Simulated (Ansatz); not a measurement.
# SiTe (built on the sites of a database entry of SnTe): the cell at rest

Task: relax SiTe (built on the sites of a database entry of SnTe) tightly.

Main program and level: Ansatz 0.2.0; DFT LDA, scalar-relativistic, plane waves, norm-conserving pseudopotentials.

This is a report of a sequence of runs, with most program output left out.

The structure was built from a prototype and need not be the compound's stable phase.

## (1) Set-up

The structure is cubic, space group F-43m (No. 216). Conventional cell: a = 6.694 Å, b = 6.694 Å, c = 6.694 Å, α = 90.00°, β = 90.00°, γ = 90.00°. Si has 4 Te at 2.90 Å nearest. Te has 4 Si at 2.90 Å nearest. Farther neighbours and most contacts between anions are not listed.

## (2) A coarse first look

First a cheap look: the gap decides the mesh and the occupations, the pressure tells how far the cell has to move.

The input, input.yaml:

```yaml
crystal:
  lattice:
    - [0.0, 3.34681, 3.34681]
    - [3.34681, 0.0, 3.34681]
    - [3.34681, 3.34681, 0.0]
  atoms:
    - { symbol: Si, position: [0.0, 0.0, 0.0] }
    - { symbol: Te, position: [0.75, 0.75, 0.75] }
kpoints:
  mp_grid: { grid: [6, 6, 6] }
hamiltonian:
  xc: lda
  pseudopotentials: { kind: nc }
scf:
  occupations: { method: gaussian, width: 0.1 }
output:
  forces: true
  stress: true
  eigenvalues: true
```

On the command line:

```console
$ ansatz run input.yaml --threads 4 --pin off --max-ram 7168MiB --backend cpu --events-out ev --progress --plain --runs-dir out
```

Wall time 1.8 s (4 threads of Arm Neoverse V1, shared host); peak memory 0.4 GiB; 6.6 s of CPU time.

Numbers from this step:

```yaml
pressure: -3.346 GPa
volume_per_atom: 37.49 Å³
gap_on_the_k_mesh: 0 eV
```

The coarse mesh shows no gap and a pressure of -3.3 GPa.

## (3) Bringing the structure to rest

The cell and atoms are relaxed, since residual forces and stress would shift the frequencies.

input.yaml, the sections that differ from step 2:

```yaml
kpoints:
  mp_grid: { grid: [10, 10, 10] }
output:
  forces: true
  stress: true
  eigenvalues: true
  write_density: true
  write_potential: true
  elf: true
  volumetric_format: npy
relax:
  adjacent_minimum: "off"
  f_tol: 0.005
  max_steps: 80
  cell: { stress_tol: 0.05 }
# crystal, hamiltonian, scf: as in step 2
```

The job ended after 30 s (4 threads; peak memory 0.55 GiB).

Step by step:

| step | energy less that of the first step (eV) | largest force component (eV/Å) | pressure (GPa) | volume (Å³) |
| --- | --- | --- | --- | --- |
| 1 | 0.0000 | 0.0000 | -3.53 | 74.98 |
| 2 | -0.1257 | 0.0000 | -0.40 | 65.69 |
| 3 | -0.1267 | 0.0000 | 0.11 | 64.67 |
| 4 | -0.1268 | 0.0000 | 0.00 | 64.89 |
| 5* | -0.1264 | 0.0000 | -0.01 | 64.89 |

Relaxation steps marked * repeat the geometry before them on a plane-wave basis chosen anew for their cell, so energy and pressure can jump there.

The run keeps the 24 symmetry operations that it works with, so distortions that break them were not tested.

| conventional cell, symmetrised | before | after | change |
| --- | --- | --- | --- |
| a (Å) | 6.694 | 6.379 | -4.7 % |
| b (Å) | 6.694 | 6.379 | -4.7 % |
| c (Å) | 6.694 | 6.379 | -4.7 % |
| volume (Å³/atom) | 37.49 | 32.45 | -13.4 % |

Final coordinates:

```cif
data_structure
_symmetry_space_group_name_H-M 'P 1'
_symmetry_Int_Tables_number 1
_cell_length_a 4.5106
_cell_length_b 4.5106
_cell_length_c 4.5106
_cell_angle_alpha 60.000
_cell_angle_beta 60.000
_cell_angle_gamma 60.000
_cell_volume 64.89
loop_
_atom_site_label
_atom_site_type_symbol
_atom_site_fract_x
_atom_site_fract_y
_atom_site_fract_z
_atom_site_occupancy
Si1 Si 0.00000 0.00000 0.00000 1
Te2 Te 0.75000 0.75000 0.75000 1
```

Numbers from this step:

- pressure: -0.01340 GPa
- volume per atom: 32.45 Å³

Electrostatic potential energy in the ac plane of a cell with a along [110], b along [-110] and c along [001] of the cube at fractional y = 0.000, with atoms of Si and Te within 0.2 Å of it. With pseudopotentials it is smooth inside the atoms' cores, unlike the true potential.

Ten even steps from '_' (-76 eV) to '@' (10 eV), each cell a mean:
```
..==##@@@@@@@@@@@@@@##==..::**%%@@@@@@@@@@@@%%**::
++##%%@@@@@@@@@@@@@@%%##++**%%@@@@@@@@@@@@@@@@%%**
%%@@@@@@@@@@@@@@@@@@@@%%%%%%@@@@@@@@@@@@@@@@@@@@%%
@@@@@@@@@@@@@@@@@@@@@@@@@@@@@@@@@@@@@@@@@@@@@@@@@@
@@@@@@@@@@@@@@@@@@@@@@@@@@@@@@@@@@@@@@@@@@@@@@@@@@
@@@@@@@@@@@@@@@@@@@@@@@@@@@@@@@@@@@@@@@@@@@@@@@@@@
@@@@@@@@@@@@@@@@@@@@@@@@@@@@@@@@@@@@@@@@@@@@@@@@@@
@@@@@@@@@@@@@@@@@@@@@@@@@@@@@@@@@@@@@@@@@@@@@@@@@@
@@@@@@@@@@@@@@@@@@@@@@@@@@@@@@@@@@@@@@@@@@@@@@@@@@
@@@@@@@@@@%%%%%%@@@@@@@@@@@@@@@@@@@@%%%%@@@@@@@@@@
@@@@@@@@%%**++**%%@@@@@@@@@@@@@@%%##++++##%%@@@@@@
@@@@@@%%++..__..++%%@@@@@@@@@@@@##--____--##@@@@@@
@@@@@@%%==______==%%@@@@@@@@@@@@**..____::**@@@@@@
@@@@@@%%++..__..++%%@@@@@@@@@@@@##--____--##@@@@@@
##%%@@@@##++==++##@@@@%%####%%@@%%**++++##%%@@%%##
--++%%@@@@%%%%%%@@@@%%++--==##%%@@%%%%%%%%@@%%##==
__--##@@@@@@@@@@@@@@##--__..++%%@@@@@@@@@@@@%%++..
```
Columns run along a (9.0 Å; values clipped at the 3rd and 97th percentile), rows up along c (6.4 Å), edges of the conventional cell, whose origin can differ from the input's. Atoms in or near the plane, at fractional coordinates: Si at (0.50, 0.00), Si at (0.00, 0.00), Te at (0.75, 0.25), Te at (0.25, 0.25).

ELF in the ac plane of a cell with a along [110], b along [-110] and c along [001] of the cube at fractional y = 0.000, with atoms of Si and Te within 0.2 Å of it. It is the smooth field of the valence electrons, not physical close to the nuclei.

Ten even steps from '_' (0.02) to '@' (0.84), each cell a mean:
```
..++%%**--::::::--**%%==..::##%%==::::::::==%%##::
##%%##++::______::++%%%%####%%**--..____..--**%%##
%%##++::..______..::++##%%##**==..________..==**##
==--::..__________..::--====--..____________..--==
....__________________........________________....
__________________________________________________
__________________________________________________
________....::....________________..::::..________
____..::==++++++==::..________..--==++++==--..____
____--++**********++::______..==************==..__
__..++**++======++**==..____--****==----==****--__
__::++**--==--====**++::__..==**++==--====++**==..
::--++++----__----++++--::::==**====....====**==::
********--==--==--**************====----==++******
%%@@%%##++----==++##%%@@%%@@%%##**==----==**##%%@@
++@@@@##**********##@@@@==##@@%%##********##%%@@**
__++@@##++++++++++##@@++__..%%%%**++++++++**%%%%..
```
Columns run along a (9.0 Å), rows up along c (6.4 Å), edges of the conventional cell, whose origin can differ from the input's. Atoms in or near the plane, at fractional coordinates: Si at (0.50, 0.00), Si at (0.00, 0.00), Te at (0.75, 0.25), Te at (0.25, 0.25).

Valence density in the ac plane of a cell with a along [110], b along [-110] and c along [001] of the cube at fractional y = 0.000, with atoms of Si and Te within 0.2 Å of it. It is the smooth field of the valence electrons, not physical close to the nuclei.

Values in units of 1e0 e/Å³, 9 rows by 16 columns, each cell a mean:
```
0.3 0.3 0.1 0.1 0.0 0.1 0.2 0.3 0.3 0.3 0.1 0.1 0.0 0.1 0.2 0.3
0.2 0.1 0.0 0.0 0.0 0.0 0.1 0.2 0.2 0.1 0.0 0.0 0.0 0.0 0.1 0.2
0.0 0.0 0.0 0.0 0.0 0.0 0.0 0.0 0.0 0.0 0.0 0.0 0.0 0.0 0.0 0.0
0.0 0.0 0.0 0.0 0.0 0.0 0.0 0.0 0.0 0.0 0.0 0.0 0.0 0.0 0.0 0.0
0.0 0.0 0.1 0.1 0.2 0.1 0.0 0.0 0.0 0.0 0.1 0.1 0.2 0.1 0.0 0.0
0.0 0.1 0.3 1.6 2.1 0.5 0.1 0.0 0.0 0.1 0.3 1.6 2.1 0.5 0.1 0.0
0.1 0.2 0.9 6.7 6.6 2.1 0.3 0.1 0.1 0.2 0.9 6.7 6.6 2.1 0.3 0.1
0.3 0.3 0.6 3.2 4.2 0.9 0.3 0.3 0.3 0.3 0.6 3.2 4.2 0.9 0.3 0.3
0.2 0.4 0.3 0.3 0.3 0.2 0.4 0.3 0.2 0.4 0.3 0.3 0.3 0.2 0.4 0.3
```
Columns run along a (9.0 Å), rows up along c (6.4 Å), edges of the conventional cell, whose origin can differ from the input's. Atoms in or near the plane, at fractional coordinates: Si at (0.50, 0.00), Si at (0.00, 0.00), Te at (0.75, 0.25), Te at (0.25, 0.25).

In this step the volume went from 37.49 to 32.45 Å³/atom.

## (4) Relaxation

The relaxation is repeated from its end on the same settings, as a check that it has come to rest.

input.yaml, the sections that differ from step 3:

```yaml
crystal:
  lattice:
    - [0.0, 3.1895109688, 3.1895109688]
    - [3.1895109688, 0.0, 3.1895109688]
    - [3.1895109688, 3.1895109688, 0.0]
  atoms:
    - { symbol: Si, position: [0.0, 0.0, 0.0] }
    - { symbol: Te, position: [0.75, 0.75, 0.75] }
output:
  forces: true
  stress: true
  eigenvalues: true
# kpoints, hamiltonian, scf, relax: as in step 3
```

It took 10 s on 4 threads; peak memory 0.5 GiB.

Little changed from the start: no atom moved by 0.005 Å and no cell edge by 0.1 %.

Numbers from this step:

```yaml
pressure: -0.01341 GPa
```

In this step the volume went from 32.45 to 32.45 Å³/atom.

## (5) Relaxing to small forces for the phonons

Phonons need a cell at rest on their own settings, so the relaxation is repeated with tight tolerances on forces and stress, using the mesh and the filling of the phonon run that follows.

input.yaml, the sections that differ from step 4:

```yaml
scf:
  occupations: { method: methfessel_paxton, width: 0.15 }
output:
  forces: true
  stress: true
  eigenvalues: true
  write_density: true
  write_potential: true
  elf: true
  volumetric_format: npy
relax:
  adjacent_minimum: "off"
  f_tol: 0.001
  max_steps: 60
  cell: { stress_tol: 0.01 }
# crystal, kpoints, hamiltonian: as in step 4
```

Wall time 16 s (4 threads); peak memory 0.51 GiB; 61 s of CPU time.

Little changed from the start: no atom moved by 0.005 Å and no cell edge by 0.1 %.

Numbers from this step:

* pressure: 0.003200 GPa
* volume per atom: 32.43 Å³

Valence density in the ac plane of a cell with a along [110], b along [-110] and c along [001] of the cube at fractional y = 0.500, with atoms of Si and Te within 0.2 Å of it. It is the smooth field of the valence electrons, not physical close to the nuclei.

Values in units of 1e0 e/Å³, 9 rows by 16 columns, each cell a mean:
```
0.4 0.2 0.1 0.0 0.0 0.1 0.2 0.4 0.4 0.2 0.1 0.0 0.0 0.1 0.2 0.4
5.5 1.4 0.2 0.1 0.0 0.1 0.6 4.7 5.5 1.4 0.2 0.1 0.0 0.1 0.6 4.7
6.1 1.9 0.3 0.2 0.2 0.2 0.9 6.0 6.1 1.9 0.3 0.2 0.2 0.2 0.9 6.0
0.9 0.4 0.4 0.4 0.3 0.4 0.4 0.8 0.9 0.4 0.4 0.4 0.3 0.4 0.4 0.8
0.1 0.1 0.3 0.2 0.1 0.3 0.2 0.1 0.1 0.1 0.3 0.2 0.1 0.3 0.2 0.1
0.0 0.1 0.2 0.3 0.3 0.2 0.1 0.0 0.0 0.1 0.2 0.3 0.3 0.2 0.1 0.0
0.0 0.0 0.1 0.1 0.1 0.1 0.0 0.0 0.0 0.0 0.1 0.1 0.1 0.1 0.0 0.0
0.0 0.0 0.0 0.0 0.0 0.0 0.0 0.0 0.0 0.0 0.0 0.0 0.0 0.0 0.0 0.0
0.1 0.0 0.0 0.0 0.0 0.0 0.0 0.1 0.1 0.0 0.0 0.0 0.0 0.0 0.0 0.1
```
Columns run along a (9.0 Å), rows up along c (6.4 Å), edges of the conventional cell, whose origin can differ from the input's. Atoms in or near the plane, at fractional coordinates: Si at (0.75, 0.50), Si at (0.25, 0.50), Te at (0.50, 0.75), Te at (0.00, 0.75).

Electrostatic potential energy in the ac plane of a cell with a along [110], b along [-110] and c along [001] of the cube at fractional y = 0.500, with atoms of Si and Te within 0.2 Å of it. With pseudopotentials it is smooth inside the atoms' cores, unlike the true potential.

Values in eV, 9 rows by 16 columns, each cell a mean:
```
 -2   4   9  10  10   9   6  -1  -2   4   9  10  10   9   6  -1
-58 -20   5   9  10   7  -9 -50 -58 -20   5   9  10   7  -9 -50
-68 -27   3   6   5   5 -13 -61 -68 -27   3   6   5   5 -13 -61
-13  -1   0 -21 -27  -4   2 -10 -13  -1   0 -21 -27  -4   2 -10
  8   7  -5 -53 -64 -16   5   8   8   7  -5 -53 -64 -16   5   8
 10   9   4 -10 -14   0   8  10  10   9   4 -10 -14   0   8  10
 10  10   9   8   7   9  10  10  10  10   9   8   7   9  10  10
 10  10  10  10  10  10  10  10  10  10  10  10  10  10  10  10
  9  10  10  10  10  10  10   9   9  10  10  10  10  10  10   9
```
Columns run along a (9.0 Å; values clipped at the 3rd and 97th percentile), rows up along c (6.4 Å), edges of the conventional cell, whose origin can differ from the input's. Atoms in or near the plane, at fractional coordinates: Si at (0.75, 0.50), Si at (0.25, 0.50), Te at (0.50, 0.75), Te at (0.00, 0.75).

ELF in the ac plane of a cell with a along [110], b along [-110] and c along [001] of the cube at fractional y = 0.500, with atoms of Si and Te within 0.2 Å of it. It is the smooth field of the valence electrons, not physical close to the nuclei.

Ten even steps from '_' (0.02) to '@' (0.83), each cell a mean:
```
****++--..______..--++********==::________::==****
==++****--______--****++==++****==..____..++****++
====++##==..__..==##++========****::____--****====
..====**++::..::++**====..--==++**--....--**++==--
..====**++======++**--==..--==++**========**++==::
====++####%%%%%%####++========**####%%%%####**====
==++##%%@@@@##@@@@%%**++====**##%%@@%%%%@@%%##**==
******%%@@++..++@@%%**********##@@%%::::%%@@##****
==--==%%%%::__::%%%%==--==----**@@**____**@@**----
....--##%%**==**%%**--......::++%%##====##%%++::..
____::++##%%%%%%##==::______..--**%%%%%%%%**--..__
______::==****++==::__________..--++****++--..____
________..::::::..______________..::::::....______
__________________________________________________
__________________________________________________
..______________________....____________________..
----::..__________..::------::..____________..::--
```
Columns run along a (9.0 Å), rows up along c (6.4 Å), edges of the conventional cell, whose origin can differ from the input's. Atoms in or near the plane, at fractional coordinates: Si at (0.75, 0.50), Si at (0.25, 0.50), Te at (0.50, 0.75), Te at (0.00, 0.75).

The forces vanish by symmetry and the pressure is 0.003 GPa, within the tolerances set. The cell now holds 32.43 Å³/atom.

## (6) Results

```yaml
space_group_after_relaxation_within_0p01_a: F-43m
lattice_constant_a: 6.378 Å
lattice_constant_b: 6.378 Å
lattice_constant_c: 6.378 Å
volume_per_atom: 32.4 Å³
```

The forces vanish by symmetry and the pressure is 0.003 GPa, within the tolerances set. The cell now holds 32.43 Å³/atom. The relaxation keeps the symmetry of its start, so it says nothing on stability against lower symmetry. Spin-orbit coupling is left out, which can matter for the heavy elements here. The starting cell was built on a prototype and not taken from a measurement, so the phase need not exist.

[Logs are printed without paths, hosts, clocks, repeated set-up lines and the standing remarks that a program may print on its own settings, such as how far it seeks lower states.]

[Hosts, paths, dates, database ids (printed as entryN), source tags and the programs' standing remarks are cut or masked in the printed files.]
